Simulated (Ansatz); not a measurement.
## BaIBr (Pnma): a band-gap study from r2SCAN to G0W0 at the band limit

Wanted: the gap of BaIBr (Pnma) by functionals, hybrids and G0W0, carried to the basis limit, with what remains uncertain.

Main program and level: Ansatz 0.2.0; density functionals, hybrids, G0W0, plane waves, PAW.

## 1. Starting point

It takes space group Pnma (No. 62, orthorhombic). Conventional cell: a = 8.814 Å, b = 5.124 Å, c = 10.192 Å, α = 90.00°, β = 90.00°, γ = 90.00°. Ba has 4 Br at 3.31 to 3.34 Å and 5 I at 3.67 to 3.76 Å nearest. Nearest to I lie 5 Ba at 3.67 to 3.76 Å. Br has 4 Ba at 3.31 to 3.34 Å nearest. Farther neighbours and most contacts between anions are not listed.

The cell and positions are those that the Materials Project relaxed with its own functionals (PBE, PBE+U or r2SCAN), kept fixed. Spin-orbit coupling is left out unless a step names it. The default PAW set here is soft_2. Its files were made with PBE.

## 2. r2SCAN bands

Levels along a band path, at the cheap level, show where the edges lie and whether the meshes to come will hold them.

This step: DFT, r2SCAN, plane waves, PAW.

Contents of input.yaml:

```yaml
crystal:
  lattice:
    - [8.81446039, 0.0, 0.0]
    - [0.0, 5.12429103, 0.0]
    - [0.0, 0.0, 10.19167839]
  atoms:
    - { symbol: Ba, position: [0.72882454, 0.25, 0.37513703] }
    - { symbol: Ba, position: [0.27117546, 0.75, 0.62486297] }
    - { symbol: Ba, position: [0.77117546, 0.75, 0.87513703] }
    - { symbol: Ba, position: [0.22882454, 0.25, 0.12486297] }
    - { symbol: I, position: [0.47161056, 0.25, 0.83177655] }
    - { symbol: I, position: [0.52838944, 0.75, 0.16822345] }
    - { symbol: I, position: [0.02838944, 0.75, 0.33177655] }
    - { symbol: I, position: [0.97161056, 0.25, 0.66822345] }
    - { symbol: Br, position: [0.8564719, 0.25, 0.06668585] }
    - { symbol: Br, position: [0.1435281, 0.75, 0.93331415] }
    - { symbol: Br, position: [0.6435281, 0.75, 0.56668585] }
    - { symbol: Br, position: [0.3564719, 0.25, 0.43331415] }
kpoints:
  mp_grid: { grid: [4, 4, 2] }
  band_path:
    path:
      - [[0.0, 0.0, 0.0], [0.5, 0.0, 0.0], [0.5, 0.5, 0.0], [0.0, 0.5, 0.0], [0.0, 0.0, 0.0], [0.0, 0.0, 0.5], [0.5, 0.0, 0.5], [0.5, 0.5, 0.5], [0.0, 0.5, 0.5], [0.0, 0.0, 0.5]]
      - [[0.5, 0.0, 0.0], [0.5, 0.0, 0.5]]
      - [[0.0, 0.5, 0.0], [0.0, 0.5, 0.5]]
      - [[0.5, 0.5, 0.0], [0.5, 0.5, 0.5]]
    npoints: 6
hamiltonian:
  xc: r2scan
scf:
  occupations: { method: fermi_dirac, width: 0.02 }
  n_extra_bands: 8
output:
  eigenvalues: true
  forces: true
  stress: true
```

On the command line:

```console
$ ansatz run input.yaml --threads 32 --pin off --max-ram 129024MiB --backend cuda --events-out ev --progress --plain --runs-dir out --devices 1 --max-vram 157GiB
```

Numbers of over 12 decimals in the logs are rounded to 6 here.

Output:

```text
scf.n_extra_bands = 8 over 68 filled bands (N_el = 136.0): the run solves 76 bands
GPUs: using 1 of 1 available (devices: 1).
Engine: ansatz 0.2.0, aarch64-unknown-linux-gnu
Pseudopotentials: kind: paw
Pseudopotential: Ba, paw, valence charge 10, recommended cutoff 500 eV (meta_gga), Ba.paw.azcp
Pseudopotential: I, paw, valence charge 17, recommended cutoff 500 eV (meta_gga), I.paw.azcp
Pseudopotential: Br, paw, valence charge 7, recommended cutoff 500 eV (meta_gga), Br.paw.azcp
Functional definition: r2SCAN
  parameter k0 = 0.174
  parameter k1 = 0.065
  parameter a1 = 4.9479
  exchange = r2scan_x(k0 = k0, k1 = k1, a1 = a1)
  correlation = r2scan_c
device memory: the entry about to start is reckoned to put 17.0 GiB on a device that reports 182.5 GiB free (of which the cap on the GPU budget leaves the run 157.0 GiB)
GPU FFT provider: cuFFT
GPU libraries: cuBLAS 13.8.1, cuFFT 12.4.0, cuSOLVER 12.3.2
GPU matrix products: emulated (plane waves: as basis.precision tells), large ones in fixed point in workspaces of 1.00 GiB
Crystal: 12 atoms, lattice volume = 460.336 Å³
Basis set: ecut = 500 eV, 11719 PW (Γ), exchange–correlation on 288×160×300 points (64 copies of the dense FFT grid, shifted against one another)
Bands: 76, of which v1, the nominal top of the filled ones, is band 68 counted from 1 (67 counted from 0)
Symmetry: 8 space group operations
Space group: Pnma (ITA 62), of the structure as read, at distance tolerance 7.7e-5 Å
k-points: 18 of 32
Non-local potential: Ba, projectors of the file, l = 0: 3, l = 1: 2, l = 2: 2, l = 3: 2
Non-local potential: I, projectors of the file, l = 0: 2, l = 1: 2, l = 2: 2, l = 3: 2
Non-local potential: Br, projectors of the file, l = 0: 2, l = 1: 2, l = 2: 2
PAW form: soft (Blöchl's): semilocal exchange-correlation on the pseudo side does not see the compensation charge
PAW frozen core: Ba, regenerated for the run's functional (the file was generated under x = pbe(κ = 0.804, μ = 0.219515), c = pbe(β = 0.066725))
PAW frozen core: I, regenerated for the run's functional (the file was generated under x = pbe(κ = 0.804, μ = 0.219515), c = pbe(β = 0.066725))
PAW frozen core: Br, regenerated for the run's functional (the file was generated under x = pbe(κ = 0.804, μ = 0.219515), c = pbe(β = 0.066725))
PAW one-centre angular grid: Ba, 302 points (default); XC on 160 Gauss nodes
PAW one-centre angular grid: I, 590 points (default); XC on 160 Gauss nodes
PAW one-centre angular grid: Br, 302 points (default); XC on 160 Gauss nodes
Initial density: superposition of atomic densities (neutral atoms: chi_scale 0, normalization atom), corrected by the library's trained network
Initial wavefunctions: pseudopotential atomic-orbital guess
GPU buffer pool allocated for 216000 grid points (all kernels)
GPU transforms: local potential and band sums: pruned to the plane-wave sphere, on 72×40×75
Functional: x = r2scan, c = r2scan; τ floored in thin density (d = 2e-4 eV/Å³)
SCF iter   1: F=—  HF=-65169.540236 eV  |F-HF|=—  |Δ(HF+E_count)|=         —  Δρ=3.47e-3  dr2=1.04e-1  dr2_τ=2.06e-2  ethr=1.77e-3  ⟨swp⟩=14.1  Hψ=7771  notcnv=0
preconditioner: auto → Resta (q_TF=auto, 2.227 Å⁻¹)  ε∞=3.0  [insulator: Δε(μ)=4.054 eV  Ē_g=11.612 eV  σ=0.020 eV  W_gap=1.00  n_scr=82 (ndim 8)  ℏωp=16.2 eV  f_vac=0.008  D(μ)=0.00/eV (n_scr^D=0)  ε∞_Penn≈3.0]
SCF iter   2: F=—  HF=-65169.670243 eV  |F-HF|=—  |Δ(HF+E_count)|=   1.30e-1  Δρ=1.62e-3  dr2=2.17e-2  dr2_τ=9.69e-4  ethr=7.61e-5  ⟨swp⟩=3.9  Hψ=2739  notcnv=0  defer=55
SCF iter   3: F=—  HF=-65169.666312 eV  |F-HF|=—  |Δ(HF+E_count)|=   3.93e-3  Δρ=3.76e-4  dr2=7.00e-4  dr2_τ=4.19e-5  ethr=1.60e-5  ⟨swp⟩=3.2  Hψ=2361  notcnv=0  defer=55
SCF iter   4: F=—  HF=-65169.666611 eV  |F-HF|=—  |Δ(HF+E_count)|=   2.99e-4  Δρ=9.24e-5  dr2=4.37e-5  dr2_τ=2.12e-6  ethr=5.15e-7  ⟨swp⟩=2.0  Hψ=2177  notcnv=0  defer=55
SCF iter   5: F=—  HF=-65169.666639 eV  |F-HF|=—  |Δ(HF+E_count)|=   2.77e-5  Δρ=2.54e-5  dr2=3.42e-6  dr2_τ=1.38e-7  ethr=3.22e-8  ⟨swp⟩=2.0  Hψ=2537  notcnv=0  defer=55
SCF iter   6: F=—  HF=-65169.666641 eV  |F-HF|=—  |Δ(HF+E_count)|=   2.81e-6  Δρ=4.91e-6  dr2=1.26e-7  dr2_τ=1.80e-8  ethr=2.51e-9  ⟨swp⟩=2.0  Hψ=2177  notcnv=0  defer=55
SCF iter   7: F=-65169.666642 eV  HF=-65169.666642 eV  |F-HF|=3.14e-9  |Δ(HF+E_count)|=   1.20e-7  Δρ=8.58e-7  dr2=4.22e-9  dr2_τ=1.44e-10  ethr=7.35e-11  ⟨swp⟩=13.3  Hψ=6439  notcnv=0
SCF 1 converged in 7 iterations: F = -65169.666642 eV  dr2 = 4.22e-9
[...]
device memory: the entry about to start is reckoned to put 25.4 GiB on a device that reports 182.5 GiB free (of which the cap on the GPU budget leaves the run 157.0 GiB)
NSCF: frozen V_eff on 76 k-points, pencils in batches of 32, up to order 336
SCF converged after 7 iterations
Free energy (F): -65169.666642 eV
Harris-Foulkes:  -65169.666642 eV  (|F-HF|=3.14e-9)
Internal energy: -65169.666642 eV  (E = F + TS)
E sigma→0 (E₀):  -65169.666642 eV
Fermi energy:    6.734871 eV
--- Per-component energies (eV) ---
  E_band       = -1887.131327
  E_kinetic    = 1964.426062
  E_local      = -10540.532969  (includes V_loc(G=0)·N_el)
  E_nonlocal   = 141.197775
  E_hartree    = 4987.033823
  E_xc         = -2119.952470
  E_vxc        = -1611.826126  (∫ρ·V_xc dr)
  E_paw        = -49444.047115  (= ΣΔE_a)
  E_vpaw       = -1898.466275  (= ΣTr[D̂ρ^β])
  E_aug_tail   = -0.000124  (compensation charges beyond the density's cutoff)
  E_vtau       = 84.003435  (kinetic-family band-sum trace: ∫τ·v_τ [+ j·A + Jᵃ·Aᵃ] dr)
  E_ewald      = -10157.732725
  E_core_change = -0.058899  (= ΣΔE_core)
  E_smearing   = -0.000000  (= −TS)
  E_closure    = 0.000000  (closes the sum)
  Σ components = -65169.666642   (vs F -65169.666642, Δ=0.00e0)
--- Forces (eV/Å), atoms counted from 1 ---
  atom   1  Ba    -0.00803967     0.00000000     0.01520308
  atom   2  Ba     0.00803967    -0.00000000    -0.01520308
  atom   3  Ba     0.00803967    -0.00000000     0.01520308
  atom   4  Ba    -0.00803967     0.00000000    -0.01520308
  atom   5  I      0.00329687    -0.00000000    -0.02223233
  atom   6  I     -0.00329687     0.00000000     0.02223233
  atom   7  I     -0.00329687    -0.00000000    -0.02223233
  atom   8  I      0.00329687     0.00000000     0.02223233
  atom   9  Br     0.00699273    -0.00000000    -0.01725410
  atom  10  Br    -0.00699273     0.00000000     0.01725410
  atom  11  Br    -0.00699273     0.00000000    -0.01725410
  atom  12  Br     0.00699273     0.00000000     0.01725410
  max |Σ_I F_I| component: 1.04e-17 eV/Å
--- Stress (GPa, compression-positive) ---
       -0.261295       0.000000      -0.000000
        0.000000      -0.303538      -0.000000
       -0.000000      -0.000000      -0.313050
  P = ⅓ Tr σ = -0.2926 GPa (-2.926 kbar)
--- Band table (eV; the first three rows and the last of 18) ---
[... rows of the band table ...]
```

Run time: 2.9 s. Hardware: 1 × NVIDIA GB200 with 32 threads of Arm Neoverse V2, shared host; peak memory 1.7 GiB.

Numbers from this step:

```
pressure             : -0.2926 GPa
filled bands         : 68
gap                  : 3.993 eV
valence top at       : Γ
conduction bottom at : Γ
least direct gap     : 3.993 eV
```

The gap is direct, at Γ.

The electronic bands at the labelled points (eV, zero at the top of the highest nominally filled band):

```
    point  band 65  band 66  band 67  band 68  band 69  band 70  band 71  band 72
        Γ    -0.32    -0.20    -0.14     0.00     3.99     4.63     4.78     4.88
  halfway    -0.42    -0.28    -0.24    -0.04     4.20     4.71     4.75     4.82
        X    -0.48    -0.48    -0.14    -0.14     4.49     4.49     4.95     4.95
  halfway    -0.37    -0.37    -0.29    -0.29     5.03     5.03     5.20     5.20
        S    -0.42    -0.42    -0.42    -0.42     5.48     5.48     5.48     5.48
  halfway    -0.51    -0.51    -0.42    -0.42     5.31     5.31     5.50     5.50
        Y    -0.55    -0.55    -0.41    -0.41     5.26     5.26     5.38     5.38
  halfway    -0.56    -0.45    -0.38    -0.20     4.57     5.02     5.17     5.37
        Γ    -0.32    -0.20    -0.14     0.00     3.99     4.63     4.78     4.88
  halfway    -0.40    -0.26    -0.20    -0.17     4.13     4.65     4.79     4.81
        Z    -0.42    -0.42    -0.26    -0.26     4.46     4.46     4.75     4.75
  halfway    -0.48    -0.48    -0.23    -0.23     4.58     4.58     4.87     4.87
        U    -0.53    -0.53    -0.24    -0.24     4.82     4.82     4.96     4.96
  halfway    -0.43    -0.43    -0.30    -0.30     5.00     5.00     5.18     5.18
        R    -0.38    -0.38    -0.38    -0.38     5.58     5.58     5.58     5.58
  halfway    -0.48    -0.48    -0.31    -0.31     5.40     5.40     5.49     5.49
        T    -0.61    -0.61    -0.28    -0.28     5.27     5.27     5.41     5.41
  halfway    -0.44    -0.44    -0.19    -0.19     4.93     4.93     5.22     5.22
        Z    -0.42    -0.42    -0.26    -0.26     4.46     4.46     4.75     4.75
jump to X    -0.48    -0.48    -0.14    -0.14     4.49     4.49     4.95     4.95
  halfway    -0.51    -0.51    -0.19    -0.19     4.60     4.60     4.98     4.98
        U    -0.53    -0.53    -0.24    -0.24     4.82     4.82     4.96     4.96
jump to Y    -0.55    -0.55    -0.41    -0.41     5.26     5.26     5.38     5.38
  halfway    -0.58    -0.58    -0.35    -0.35     5.30     5.30     5.33     5.33
        T    -0.61    -0.61    -0.28    -0.28     5.27     5.27     5.41     5.41
jump to S    -0.42    -0.42    -0.42    -0.42     5.48     5.48     5.48     5.48
```

The electronic bands as a text plot (rows in eV):

```
    5.5 |        ++++++++++                +++++++         ++++++
    5.2 |      +++   ++++++++           +++    +++++       +++
    4.9 |++++++ +        +++++++   ++++++          +++ ++++
    4.7 |+++++++          +  ++++++++               + + ++
    4.4 |  ++                    ++                  +++
    4.1 |++                +++ ++
    3.9 |                     +
    3.6 |
    3.4 |
    3.1 |
    2.8 |
    2.6 |
    2.3 |
    2.0 |
    1.8 |
    1.5 |
    1.2 |
    1.0 |
    0.7 |
    0.4 |
    0.2 |
   -0.1 |******           *******                  *   **
   -0.3 |**********************************************  ********
   -0.6 |**********************  ********************************
         Γ  X      S   Y      Γ  Z   U      R   T    Z|X U|YT|S R
```

## 3. LDA

Another semilocal functional, at almost no cost, to see the spread among them.

This step: DFT, LDA, plane waves, PAW.

input.yaml, the sections that differ from step 2:

```yaml
kpoints:
  mp_grid: { grid: [4, 4, 2] }
  band_path:
    path:
      - [0.0, 0.0, 0.0]
      - [0.5, 0.0, 0.0]
      - [0.5, 0.5, 0.0]
      - [0.0, 0.5, 0.0]
      - [0.0, 0.0, 0.5]
      - [0.5, 0.0, 0.5]
      - [0.5, 0.5, 0.5]
      - [0.0, 0.5, 0.5]
    npoints: 1
hamiltonian:
  xc: lda
scf:
  occupations: { method: fixed }
  n_extra_bands: 8
# crystal, output: as in step 2
```

Output:

```text
[...]
GPUs: using 1 of 1 available (devices: 1).
[...]
GPU FFT provider: cuFFT
GPU libraries: cuBLAS 13.8.1, cuFFT 12.4.0, cuSOLVER 12.3.2
[...]
Crystal: 12 atoms, lattice volume = 460.336 Å³
Basis set: ecut = 420 eV, 8947 PW (Γ)
Bands: 76, of which v1, the nominal top of the filled ones, is band 68 counted from 1 (67 counted from 0)
[...]
atom  11  Br    -0.02306702     0.00000000    -0.01706927
  atom  12  Br     0.02306702     0.00000000     0.01706927
  max |Σ_I F_I| component: 6.94e-18 eV/Å
--- Stress (GPa, compression-positive) ---
       -2.927264       0.000000      -0.000000
        0.000000      -2.984289      -0.000000
       -0.000000      -0.000000      -3.045653
  P = ⅓ Tr σ = -2.9857 GPa (-29.857 kbar)
--- Band table (eV; the first three rows and the last of 18) ---
[... rows of the band table ...]
[key lines of the parts left out:]
SCF converged after 6 iterations
Free energy (F): -63341.914025 eV
Fermi energy:    4.756421 eV
```

Wall time 1.8 s (1 × NVIDIA GB200 with 32 threads); peak memory 1.1 GiB; 6.5 s of CPU time.

This step gave:

* pressure: -2.986 GPa
* gap: 3.353 eV
* valence top at: Γ
* conduction bottom at: Γ
* least direct gap: 3.353 eV

The gap stands −0.64 eV against r2SCAN.

## 4. r2SCAN+SOC

The many-body steps leave out spin-orbit coupling, so its effect is taken from a two-component run, with twice the bands.

This step: DFT, r2SCAN with spin-orbit coupling, plane waves, PAW.

input.yaml, as its differences from that of step 3:

```diff
@@ -32,6 +32,9 @@
 hamiltonian:
-  xc: lda
+  xc: r2scan
 scf:
   occupations: { method: fixed }
-  n_extra_bands: 8
+  n_extra_bands: 16
+magnetization:
+  noncollinear: true
+  spin_orbit: true
 output:
```

Output:

```text
[...]
GPUs: using 1 of 1 available (devices: 1).
[...]
non-collinear run that drives no moment, with spin-orbit: no starting moment large enough to seed its density (crystal.atoms[].spin), no starting occupations that ask for one, no magnetisation constraint and no magnetic field, so the semilocal B_xc is pinned to zero
[...]
atom  12  Br     0.00673835     0.00000000     0.01664518
  max |Σ_I F_I| component: 3.47e-18 eV/Å
--- Stress (GPa, compression-positive) ---
       -0.251740       0.000000      -0.000000
        0.000000      -0.295410      -0.000000
       -0.000000      -0.000000      -0.304590
  P = ⅓ Tr σ = -0.2839 GPa (-2.839 kbar)
--- Band table (eV; the first three rows and the last of 18) ---
[... rows of the band table ...]
[key lines of the parts left out:]
SCF converged after 9 iterations
Magnetization: |M| = 0.0000 μB,  M = (+0.0000, +0.0000, +0.0000) μB
Free energy (F): -65054.182944 eV
Fermi energy:    4.992368 eV
```

Wall time 4.5 s (1 × NVIDIA GB200 with 32 threads); peak memory 2.2 GiB; 35 s of CPU time.

This step gave:

* pressure: -0.2839 GPa
* gap: 3.737 eV
* valence top at: Γ
* conduction bottom at: Γ
* least direct gap: 3.737 eV

The gap stands −0.26 eV against r2SCAN.

## 5. PBE0

PBE0 differs from HSE06 by long-range exchange, so the pair shows what that tail is worth.

This step: DFT, PBE0, plane waves, PAW.

input.yaml, as its differences from that of step 4:

```diff
@@ -19,3 +19,3 @@
 kpoints:
-  mp_grid: { grid: [4, 4, 2] }
+  mp_grid: { grid: [2, 4, 2] }
   band_path:
@@ -32,12 +32,7 @@
 hamiltonian:
-  xc: r2scan
+  xc: pbe0
 scf:
   occupations: { method: fixed }
-  n_extra_bands: 16
-magnetization:
-  noncollinear: true
-  spin_orbit: true
+  n_extra_bands: 8
 output:
   eigenvalues: true
-  forces: true
-  stress: true
```

Output:

```text
[...]
GPUs: using 1 of 1 available (devices: 1).
[...]
davidson cushion auto → on  (no smearing: the cushion is to keep the highest requested band from converging to the state above it; pin scf.eigensolver.cushion to override)
[...]
GPU FFT provider: cuFFT
GPU libraries: cuBLAS 13.8.1, cuFFT 12.4.0, cuSOLVER 12.3.2
[...]
Crystal: 12 atoms, lattice volume = 460.336 Å³
Basis set: ecut = 420 eV, 8947 PW (Γ)
[...]
Stability not checked: this state was not tested for a lower state beside it, because the functional holds exact exchange (a hybrid, or Hartree-Fock), whose exchange loop this test does not read (fock_operator; see scf.lower_state_search)
Free energy (F): -65046.387366 eV
Frozen-core exchange: fock
[...]
Internal energy: -65046.387366 eV  (E = F + TS)
E sigma→0 (E₀):  -65046.387366 eV
Fermi energy:    3.986005 eV
[...]
--- Band table (eV; the first three rows and the last of 12) ---
[... rows of the band table ...]
```

Elapsed: 12 s, on 1 × NVIDIA GB200 with 32 threads; peak memory 2.5 GiB; 2 min of CPU time.

Numbers from this step:

```yaml
gap: 5.206 eV
valence_top_at: Γ
conduction_bottom_at: Γ
least_direct_gap: 5.206 eV
```

The gap stands +1.21 eV against r2SCAN.

[end of part 1 of 3]

[Paths, hosts, dates, memory and timing lines, banners, echoed tables and standing remarks are left out of the program output.]

[Logs are printed without paths, hosts, clocks, repeated set-up lines and the standing remarks that a program may print on its own settings, such as how far it seeks lower states.]

[Runs of the session that timed out or met a known fault of the program may be left out.]

[Cells called generated may have been cut or substituted from an entry of the Crystallography Open Database or the Materials Project.]

[Hosts, paths, dates, database ids (printed as entryN), source tags and the programs' standing remarks are cut or masked in the printed files.]
